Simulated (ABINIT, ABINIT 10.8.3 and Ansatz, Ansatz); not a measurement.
## Excitons of CaSnF4 (P4/mmm) on ever denser meshes

Wanted: excitons and ε₂ of CaSnF4 (P4/mmm), with cost.

Calculated with ABINIT 10.8.3 and Ansatz 0.2.0; LDA and many-body steps on it, plane waves.

**1. Starting point**

The structure is tetragonal, space group P4/mmm (No. 123). Conventional cell: a = 4.005 Å, b = 4.005 Å, c = 5.780 Å, α = 90.00°, β = 90.00°, γ = 90.00°. Nearest to Ca lie 8 F at 2.42 Å. Nearest to Sn lie 8 F at 2.52 Å. Nearest to F lie 2 Ca at 2.42 Å and 2 Sn at 2.52 Å. Farther neighbours and most contacts between anions are not listed.

The cell and positions are those that the Materials Project relaxed with its own functionals (PBE, PBE+U or r2SCAN), kept fixed.

**2. Empty states on the mesh, 2×2×2 mesh, 81 bands**

This step: ABINIT 10.8.3; DFT, LDA, plane waves, norm-conserving pseudopotentials.

The sums over transitions need many empty states on a uniform mesh; this step solves for them.

run.abi reads:

```
acell 3*1.0 Angstrom
rprim 
  4.004548000000 0.000000000000 0.000000000000
  0.000000000000 4.004548000000 0.000000000000
  0.000000000000 0.000000000000 5.780467000000
ntypat 3
znucl 20 50 9
natom 6
typat 1 2 3 3 3 3
xred 
  0.000000000000 0.000000000000 0.500000000000
  0.500000000000 0.500000000000 0.000000000000
  0.500000000000 0.000000000000 0.265738000000
  0.500000000000 0.000000000000 0.734262000000
  0.000000000000 0.500000000000 0.734262000000
  0.000000000000 0.500000000000 0.265738000000
pp_dirpath "pseudos"
pseudos "Ca.upf, Sn.upf, F.upf"
ecut 38
ngkpt 2 2 2
nshiftk 1
shiftk 0 0 0
kptopt 1
chksymbreak 0
iscf -2
irdden 1
istwfk *1
nband 81
nbdbuf 6
tolwfr 1e-09
nstep 60
prtvol 0
indata_prefix "in"
outdata_prefix "out"
tmpdata_prefix "tmp"
```

Command:

```bash
$ OMP_NUM_THREADS=1 mpirun -n 4 abinit run.abi > log
```

Numbers of over 12 decimals in the logs are rounded to 6 here.

Log:

```text
.Version 10.8.3 of ABINIT. v10.8.2 released Aug 2026.

 Symmetries : space group P4/m m m (#123); Bravais tP (primitive tetrag.)
[... echo of the input left out ...]
== DATASET  1 ==================================================================
-   mpi_nproc: 4, omp_nthreads: 1 (-1 if OMP is not activated)

--- !DatasetInfo
iteration_state: {dtset: 1, }
dimensions: {natom: 6, nkpt: 6, mband: 81, nsppol: 1, nspinor: 1, nspden: 1, mpw: 7027, }
cutoff_energies: {ecut:  38.0, pawecutdg:  -1.0, }
[...]
1.07609    1.09802    1.10058    1.10875    1.17443    1.18970    1.18970    1.24379
   1.28217    1.32329    1.32974    1.34346    1.34346    1.34986    1.36902    1.37691
   1.37691
 prteigrs : prtvol=0 or 1, do not print more k-points.

== END DATASET(S) ==============================================================
================================================================================

 -outvars: echo values of variables after computation  --------
            nband          81
             nkpt           6
          spgroup         123
 [... the other variables as echoed above ...]

 Calculation completed.
```

Wall time 34 s (4 MPI ranks of Intel Xeon Platinum 8488C (Sapphire Rapids), shared host); peak memory 0.38 GiB.

Numbers from this step:

| Item | Value |
| --- | --- |
| gap | 3.394 eV |
| k of the valence top | 0.5, 0, 0.5 |
| k of the conduction bottom | 0, 0, 0.5 |
| least direct gap | 3.849 eV |
| k points computed | 6 |
| lowest point of the top converged band, above the valence top | 31.74 eV |

On this mesh the gap is 3.394 eV.

The density comes from a self-consistent run that is not shown.

**3. Screening, 2×2×2 mesh, 75 bands, screening to 98 eV**

The RPA dielectric matrix is built and inverted for each q.

This step: RPA screening on LDA, plane waves, norm-conserving pseudopotentials.

Edit run.abi of step 2 so:

```diff
@@ -24,10 +24,11 @@
 chksymbreak 0
-iscf -2
-irdden 1
 istwfk *1
-nband 81
-nbdbuf 6
-tolwfr 1e-09
-nstep 60
-prtvol 0
+occopt 1
+irdwfk 1
+optdriver 3
+nband 75
+ecuteps 3.6
+inclvkb 2
+awtr 1
+symchi 1
 indata_prefix "in"
```

Log:

```text
.Version 10.8.3 of ABINIT. v10.8.2 released Aug 2026.

 Symmetries : space group P4/m m m (#123); Bravais tP (primitive tetrag.)
[... echo of the input left out ...]
== DATASET  1 ==================================================================
-   mpi_nproc: 4, omp_nthreads: 1 (-1 if OMP is not activated)

--- !DatasetInfo
iteration_state: {dtset: 1, }
dimensions: {natom: 6, nkpt: 6, mband: 75, nsppol: 1, nspinor: 1, nspden: 1, mpw: 7027, }
cutoff_energies: {ecut:  38.0, pawecutdg:  -1.0, }
[...]
--------------------------------------------------------------------------------
[... chi0 elements left out ...]
 For q-point:  0.000010 0.000020 0.000030
  dielectric constant =   3.0563
  dielectric constant without local fields =   3.5282

  Average fulfillment of the sum rule on Im[epsilon] for q-point    1 :     27.93  [%]
[... wings left out ...]
  q-point number  2        q = ( 0.500000, 0.000000, 0.000000) [r.l.u.]
--------------------------------------------------------------------------------
[... chi0 elements left out ...]
  Average fulfillment of the sum rule on Im[epsilon] for q-point    2 :     32.48  [%]

 [... 4 further q-points ...]
```

The job ended after 22 s (4 MPI ranks; peak memory 0.97 GiB).

This step gave:

```
ε∞ with local fields, on this mesh, along the program's q direction : 3.056
the same without local fields                                       : 3.528
plasma frequency                                                    : 29.87 eV
plane waves in the screening matrix                                 : 205
```

Local fields lower ε∞ by 13 %. On a Γ-centred mesh this coarse the value itself is usually too large, while a short band sum pulls it down.

**4. Self-energy, 2×2×2 mesh, 75 bands, screening to 98 eV**

The self-energy is evaluated for the states that the input lists, and the levels follow from it, in one-shot runs by the linearised quasiparticle equation.

This step: G0W0 on LDA, plane waves, norm-conserving pseudopotentials.

Edit run.abi of step 3 so:

```diff
@@ -27,8 +27,21 @@
 irdwfk 1
-optdriver 3
+optdriver 4
 nband 75
+gwcalctyp 0
+ecutsigx 38
+symsigma 1
+nkptgw 4
+kptgw 
+  0.5000000000 0.0000000000 0.5000000000
+  0.0000000000 0.0000000000 0.5000000000
+  0.5000000000 0.0000000000 0.0000000000
+  0.0000000000 0.0000000000 0.0000000000
+bdgw 
+  29 32
+  28 33
+  29 32
+  29 32
 ecuteps 3.6
-inclvkb 2
-awtr 1
-symchi 1
+irdscr 1
+ppmodel 1
 indata_prefix "in"
```

Log:

```text
.Version 10.8.3 of ABINIT. v10.8.2 released Aug 2026.

 Symmetries : space group P4/m m m (#123); Bravais tP (primitive tetrag.)
[... echo of the input left out ...]
== DATASET  1 ==================================================================
-   mpi_nproc: 4, omp_nthreads: 1 (-1 if OMP is not activated)

--- !DatasetInfo
iteration_state: {dtset: 1, }
dimensions: {natom: 6, nkpt: 6, mband: 75, nsppol: 1, nspinor: 1, nspden: 1, mpw: 7027, }
cutoff_energies: {ecut:  38.0, pawecutdg:  -1.0, }
[...]
Band     E0 <VxcDFT>   SigX SigC(E0)      Z dSigC/dE  Sig(E)    E-E0       E
[...]
31   7.430 -12.544  -7.458  -2.574   0.859  -0.164 -10.385   2.159   9.588
       32   8.818 -12.353  -6.024  -3.091   0.861  -0.162  -9.566   2.787  11.605

== END DATASET(S) ==============================================================
================================================================================

 -outvars: echo values of variables after computation  --------
           etotal      0.0000000000E+00
            nband          75
             nkpt           6
          spgroup         123
 [... the other variables as echoed above ...]

 Calculation completed.
```

Elapsed: 9.3 s, on 4 MPI ranks; peak memory 0.96 GiB.

Numbers from this step:

* G0W0 gap on the mesh: 5.656 eV
* starting gap on the mesh: 3.394 eV
* k of the valence top: 0.5, 0, 0.5
* k of the conduction bottom: 0, 0, 0.5
* least direct G0W0 gap on the computed points: 6.199 eV

The gap on the mesh goes from 3.39 eV to 5.66 eV, a correction of +2.26 eV.

The gap opens by 2.262 eV; the next steps shift the empty bands rigidly by 2.262 eV. The least direct G0W0 gap is 6.199 eV, so this shift leaves the direct transitions −0.09 eV off.

**5. Excitons**

Optical absorption needs the electron-hole interaction, solved here in a basis of vertical transitions on the mesh.

This step: Bethe-Salpeter equation on LDA with a scissors shift, plane waves, norm-conserving pseudopotentials.

Edit run.abi of step 4 so:

```diff
@@ -27,21 +27,17 @@
 irdwfk 1
-optdriver 4
-nband 75
-gwcalctyp 0
-ecutsigx 38
-symsigma 1
-nkptgw 4
-kptgw 
-  0.5000000000 0.0000000000 0.5000000000
-  0.0000000000 0.0000000000 0.5000000000
-  0.5000000000 0.0000000000 0.0000000000
-  0.0000000000 0.0000000000 0.0000000000
-bdgw 
-  29 32
-  28 33
-  29 32
-  29 32
+optdriver 99
+bs_calctype 1
+mbpt_sciss 2.262 eV
+bs_loband 19
+nband 39
+bs_exchange_term 1
+bs_coulomb_term 11
+bs_coupling 0
+bs_algorithm 1
+bs_freq_mesh 0 12 0.1 eV
+zcut 0.15 eV
 ecuteps 3.6
+ecutwfn 19
+inclvkb 2
 irdscr 1
-ppmodel 1
 indata_prefix "in"
```

Log:

```text
.Version 10.8.3 of ABINIT. v10.8.2 released Aug 2026.

 Symmetries : space group P4/m m m (#123); Bravais tP (primitive tetrag.)
[... echo of the input left out ...]
== DATASET  1 ==================================================================
-   mpi_nproc: 4, omp_nthreads: 1 (-1 if OMP is not activated)

--- !DatasetInfo
iteration_state: {dtset: 1, }
dimensions: {natom: 6, nkpt: 6, mband: 39, nsppol: 1, nspinor: 1, nspden: 1, mpw: 2518, }
cutoff_energies: {ecut:  19.0, pawecutdg:  -1.0, }
electrons: {nelect:   6.00000000E+01, charge:   0.00000000E+00, occopt:   1.00000000E+00, tsmear:   1.00000000E-02, }

 Exciton: Calculation of dielectric properties by solving the Bethe-Salpeter equation
 in frequency domain and reciprocal space on a transitions basis set.
 Based on a program developed by L. Reining, V. Olevano, F. Sottile,
 S. Albrecht, and G. Onida. Incorporated in ABINIT by M. Giantomassi.

.Using double precision arithmetic ; gwpc =  8

[... cell and pseudopotentials left out ...]
--------------------------------------------------------------------------------

 ==== K-mesh for the wavefunctions ====
 Number of points in the irreducible wedge :     6
[... list of points left out ...]
 Together with 16 symmetry operations and time-reversal symmetry
 yields     8 points in the full Brillouin Zone.

 ==== Q-mesh for the screening function ====
 Number of points in the irreducible wedge :     6
[... list of points left out ...]
 Together with 16 symmetry operations and time-reversal symmetry
 yields     8 points in the full Brillouin Zone.

 vcoul_init : cutoff-mode = AUXILIARY_FUNCTION
 q-points for optical limit:   1
     1)      0.000010    0.000020    0.000030
 setmesh: FFT mesh size selected  =    24x   24x   32
          total number of points  =        18432

 ==== Fundamental parameters for the solution of the Bethe-Salpeter equation: ====
 Algorithm: Direct diagonalization.
 Dimension of the v, W matrices,  npweps  = 205
 Cutoff for the wavefunctions,    npwwfn  = 2485
 Number of k-points in the IBZ,   nkibz   = 6
 Highest empty band included,     nband   = 39
 === Spin UP ===
 Number of resonant transitions          864
 Lowest occupied state                   19
 Highest occupied state                  30
 Lowest unoccupied state                 31
 Highest unoccupied state                39
 Minimum frequency [eV]           Emin    =   0.00
 Maximum frequency [eV]           Emax    =  12.00
 Frequency step [eV]              dE      =   0.10
 Lorentzian broadening [eV]       eta     =   0.15
 RPA L0 with KS energies and KS wavefunctions
 Scissors operator energy [eV] =          2.26
 Local fields effects (v term) included
 Excitonic effects (W term) included
 Full W_GG' included
 W is read from an external SCR file
 Resonant-only calculation (Hermitian case)

 Calculating epsilon_Macro(q-->0,w), along the following directions:
 q = (  1.204405  0.000000  0.000000) [r.l.u.]
 q = (  0.000000  1.204405  0.000000) [r.l.u.]
 q = (  0.000000  0.000000  1.738529) [r.l.u.]
 q = (  1.204405  0.000000  0.000000) [r.l.u.]
 q = (  0.000000  1.204405  0.000000) [r.l.u.]
 q = (  0.000000  0.000000  1.738529) [r.l.u.]
 Number of electrons calculated from density =   59.8407; Expected =   60.0000
 average of density, n =  0.095660
 r_s =    1.3564
 omega_plasma =   29.8346 [eV]

. Writing resonant excitonic Hamiltonian on file out_BSR; file size=   0.01 [Gb].
 Direct diagonalization of the resonant excitonic Hamiltonian, Matrix size= 864
. Using LAPACK sequential version.
 Excitonic eigenvalues in eV up to n=   32
   4.61325   4.61350   5.23738   5.48585   5.48603   5.56254   5.56277   6.25080
   6.25132   6.34575   6.68501   6.70701   6.70706   6.90684   6.90696   6.96092
   7.00767   7.14634   7.14663   7.18016   7.21145   7.21187   7.23083   7.26283
   7.26296   7.30526   7.30560   7.32769   7.32807   7.40499   7.40539   7.41412

 First excitonic eigenvalue=    4.61 [eV]
 Last  excitonic eigenvalue=   15.77 [eV]

 GW  direct gap       6.11  0.00 [eV]
 EXC direct gap       4.61  0.00 [eV]
 EXC binding energy   1.50  0.00 [eV]

 Excitonic eigenvalues up to the GW energy gap [eV]
  1 (  4.61  0.00)
  2 (  4.61  0.00)
  3 (  5.24  0.00)
  4 (  5.49  0.00)
  5 (  5.49  0.00)
  6 (  5.56  0.00)
  7 (  5.56  0.00)

 Macroscopic dielectric function:
 omega [eV] <KS_RPA_nlf>  <GW_RPA_nlf>  <BSE>
   0.0000   3.0128   0.0000   2.4637   0.0000   2.8555   0.0000
   0.1000   3.0134   0.0020   2.4639   0.0006   2.8560   0.0015
   0.2000   3.0154   0.0039   2.4645   0.0013   2.8575   0.0029
   0.3000   3.0187   0.0059   2.4656   0.0020   2.8599   0.0044
   0.4000   3.0233   0.0080   2.4671   0.0026   2.8633   0.0059
   0.5000   3.0293   0.0100   2.4691   0.0033   2.8677   0.0074
   0.6000   3.0366   0.0122   2.4715   0.0039   2.8731   0.0089
   0.7000   3.0454   0.0144   2.4743   0.0046   2.8795   0.0105
   0.8000   3.0557   0.0166   2.4776   0.0053   2.8870   0.0121
   0.9000   3.0675   0.0190   2.4814   0.0060   2.8957   0.0138

 Writing KS-RPA macroscopic dielectric function without local fields to file: out_RPA_NLF_MDF
 Writing GW-RPA macroscopic dielectric function without local fields to file: out_GW_NLF_MDF
 Writing EXC Macroscopic dielectric function to file: out_EXC_MDF

== END DATASET(S) ==============================================================
================================================================================

 -outvars: echo values of variables after computation  --------
           etotal      0.0000000000E+00
            nband          39
             nkpt           6
          spgroup         123
 [... the other variables as echoed above ...]

 Calculation completed.
```

It took 26 s on 4 MPI ranks; peak memory 0.5 GiB.

This step gave:

```
direct gap of the transition levels                            : 6.111 eV
transitions in the window                                      : 864
first strong exciton (over a fiftieth of the strongest listed) : 4.613 eV
lowest state                                                   : 4.613 eV
binding of the lowest state below the direct gap               : 1.498 eV
Coulomb term of one mesh cell                                  : 1.478 eV
```

The binding is 1.0 times the screened Coulomb term of one mesh cell (1.48 eV), so it is not shown settled.

The lowest state lies at 4.613 eV, 1.498 eV under the direct gap.

Lines within 3 meV are set at the lowest of them, and the highest group, which the list may cut short, is left out. Exciton lines, with heights relative to the strongest:

```csv
position (eV),lines merged,"oscillator strength, relative"
4.613,2,100
5.237,1,24
5.486,2,20
5.562,2,12
6.251,2,1.8
6.346,1,0.0
6.685,1,0.7
6.707,2,36
6.907,2,7.5
```

Mean over the three Cartesian directions of q; broadening 0.15 eV; transition window only. Limits: finite bands, cutoff and mesh; no spin-orbit coupling; coarse k mesh; exciton not shown settled in the k mesh. Table of ε₂ by photon energy; read off at these points:

```csv
photon energy (eV),BSE,no electron-hole interaction,"Kohn-Sham, no shift"
0.00,0,0,0
0.30,0.0044,0.00193,0.00593
0.60,0.00893,0.00397,0.0122
1.00,0.0156,0.00673,0.0215
1.30,0.0213,0.00897,0.0299
1.60,0.0280,0.0114,0.0404
1.90,0.0362,0.0141,0.0541
2.30,0.0509,0.0184,0.0814
2.60,0.0666,0.0221,0.115
2.90,0.0893,0.0266,0.176
3.20,0.125,0.0320,0.308
3.50,0.188,0.0388,0.735
3.90,0.401,0.0512,3.84
4.20,1.00,0.0645,3.87
4.50,5.06,0.0838,2.29
4.60,7.82,0.0922,3.02
4.80,3.37,0.114,3.09
5.10,2.04,0.166,1.20
5.50,3.10,0.342,2.10
5.80,1.01,0.860,2.66
6.10,0.727,3.71,3.39
6.40,1.17,4.54,2.42
6.80,4.15,2.58,5.12
6.90,4.51,3.12,5.86
7.10,3.76,3.03,3.95
7.40,5.30,1.14,2.15
7.70,2.18,2.11,1.48
8.00,2.50,2.17,1.42
8.40,2.95,3.30,1.18
8.70,1.22,2.59,1.76
9.00,1.52,4.62,2.00
9.30,2.75,4.94,1.38
9.60,1.83,2.37,2.41
10.00,2.20,1.62,2.62
10.20,3.45,1.75,2.16
10.30,3.36,1.24,1.79
10.60,2.15,1.05,1.78
10.90,2.06,1.51,2.10
11.30,1.44,1.81,1.35
11.60,1.08,1.51,1.20
11.90,0.677,2.63,1.13
```

**6. Triplet (no exchange term)**

Edit run.abi of step 5 so:

```diff
@@ -30,5 +30,5 @@
 mbpt_sciss 2.262 eV
-bs_loband 19
-nband 39
-bs_exchange_term 1
+bs_loband 24
+nband 34
+bs_exchange_term 0
 bs_coulomb_term 11
@@ -36,3 +36,3 @@
 bs_algorithm 1
-bs_freq_mesh 0 12 0.1 eV
+bs_freq_mesh 0 10 0.1 eV
 zcut 0.15 eV
```

Log:

```text
.Version 10.8.3 of ABINIT. v10.8.2 released Aug 2026.

 Symmetries : space group P4/m m m (#123); Bravais tP (primitive tetrag.)
[... echo of the input left out ...]
== DATASET  1 ==================================================================
-   mpi_nproc: 4, omp_nthreads: 1 (-1 if OMP is not activated)

--- !DatasetInfo
iteration_state: {dtset: 1, }
dimensions: {natom: 6, nkpt: 6, mband: 34, nsppol: 1, nspinor: 1, nspden: 1, mpw: 2518, }
cutoff_energies: {ecut:  19.0, pawecutdg:  -1.0, }
electrons: {nelect:   6.00000000E+01, charge:   0.00000000E+00, occopt:   1.00000000E+00, tsmear:   1.00000000E-02, }

 Exciton: Calculation of dielectric properties by solving the Bethe-Salpeter equation
 in frequency domain and reciprocal space on a transitions basis set.
 Based on a program developed by L. Reining, V. Olevano, F. Sottile,
 S. Albrecht, and G. Onida. Incorporated in ABINIT by M. Giantomassi.

.Using double precision arithmetic ; gwpc =  8

[... cell and pseudopotentials left out ...]
--------------------------------------------------------------------------------

 ==== K-mesh for the wavefunctions ====
 Number of points in the irreducible wedge :     6
[... list of points left out ...]
 Together with 16 symmetry operations and time-reversal symmetry
 yields     8 points in the full Brillouin Zone.

 ==== Q-mesh for the screening function ====
 Number of points in the irreducible wedge :     6
[... list of points left out ...]
 Together with 16 symmetry operations and time-reversal symmetry
 yields     8 points in the full Brillouin Zone.

 vcoul_init : cutoff-mode = AUXILIARY_FUNCTION
 q-points for optical limit:   1
     1)      0.000010    0.000020    0.000030
 setmesh: FFT mesh size selected  =    24x   24x   32
[...]
average of density, n =  0.095660
 r_s =    1.3564
 omega_plasma =   29.8346 [eV]

. Writing resonant excitonic Hamiltonian on file out_BSR; file size=   0.00 [Gb].
 Direct diagonalization of the resonant excitonic Hamiltonian, Matrix size= 224
. Using LAPACK sequential version.
 Excitonic eigenvalues in eV up to n=   32
   4.15681   4.15701   4.84594   5.32954   5.32962   5.54406   5.54413   6.01798
   6.24282   6.24304   6.31358   6.70070   6.70074   6.83696   6.85997   6.88607
   6.88619   6.94078   6.94094   7.15366   7.15387   7.16615   7.26239   7.26982
   7.26999   7.28293   7.29347   7.29386   7.41168   7.44072   7.44099   7.46419

 First excitonic eigenvalue=    4.16 [eV]
 Last  excitonic eigenvalue=   11.55 [eV]

 GW  direct gap       6.11  0.00 [eV]
 EXC direct gap       4.16  0.00 [eV]
 EXC binding energy   1.95  0.00 [eV]

 Excitonic eigenvalues up to the GW energy gap [eV]
  1 (  4.16  0.00)
  2 (  4.16  0.00)
  3 (  4.85  0.00)
[...]
7 (  5.54  0.00)
  8 (  6.02  0.00)

 Macroscopic dielectric function:
 omega [eV] <KS_RPA_nlf>  <GW_RPA_nlf>  <BSE>
   0.0000   2.6134   0.0000   2.1389   0.0000   2.6819   0.0000
   0.1000   2.6140   0.0018   2.1391   0.0006   2.6826   0.0021
   0.2000   2.6158   0.0037   2.1397   0.0012   2.6847   0.0041
[...]
0.8000   2.6535   0.0156   2.1515   0.0048   2.7271   0.0176
   0.9000   2.6646   0.0178   2.1548   0.0054   2.7396   0.0201

 Writing KS-RPA macroscopic dielectric function without local fields to file: out_RPA_NLF_MDF
 Writing GW-RPA macroscopic dielectric function without local fields to file: out_GW_NLF_MDF
 Writing EXC Macroscopic dielectric function to file: out_EXC_MDF

== END DATASET(S) ==============================================================
================================================================================

 -outvars: echo values of variables after computation  --------
           etotal      0.0000000000E+00
            nband          34
             nkpt           6
          spgroup         123
 [... the other variables as echoed above ...]

 Calculation completed.
```

Run time: 7.8 s. Hardware: 4 MPI ranks; peak memory 0.43 GiB.

The lowest triplet lies at 4.157 eV; without spin-orbit coupling triplets are dark, so no spectrum is read.

(Part 1 of 3 ends here.)

[Paths, hosts, dates, memory and timing lines, banners, echoed tables and standing remarks are left out of the program output.]

[Logs are printed without paths, hosts, clocks, repeated set-up lines and the standing remarks that a program may print on its own settings, such as how far it seeks lower states.]

[Runs of the session that timed out or met a known fault of the program may be left out.]

[Hosts, paths, dates, database ids (printed as entryN), source tags and the programs' standing remarks are cut or masked in the printed files.]

[G0W0 gaps are taken among the corrected bands and points alone; a level outside them can change the order at an edge.]

[Where Ansatz stands beside ABINIT at settings called matched, ABINIT's density can come from a denser mesh and the files from another edition; pairs whose starting gaps differed by over 0.03 eV were left out, so agreement reads better than it is.]
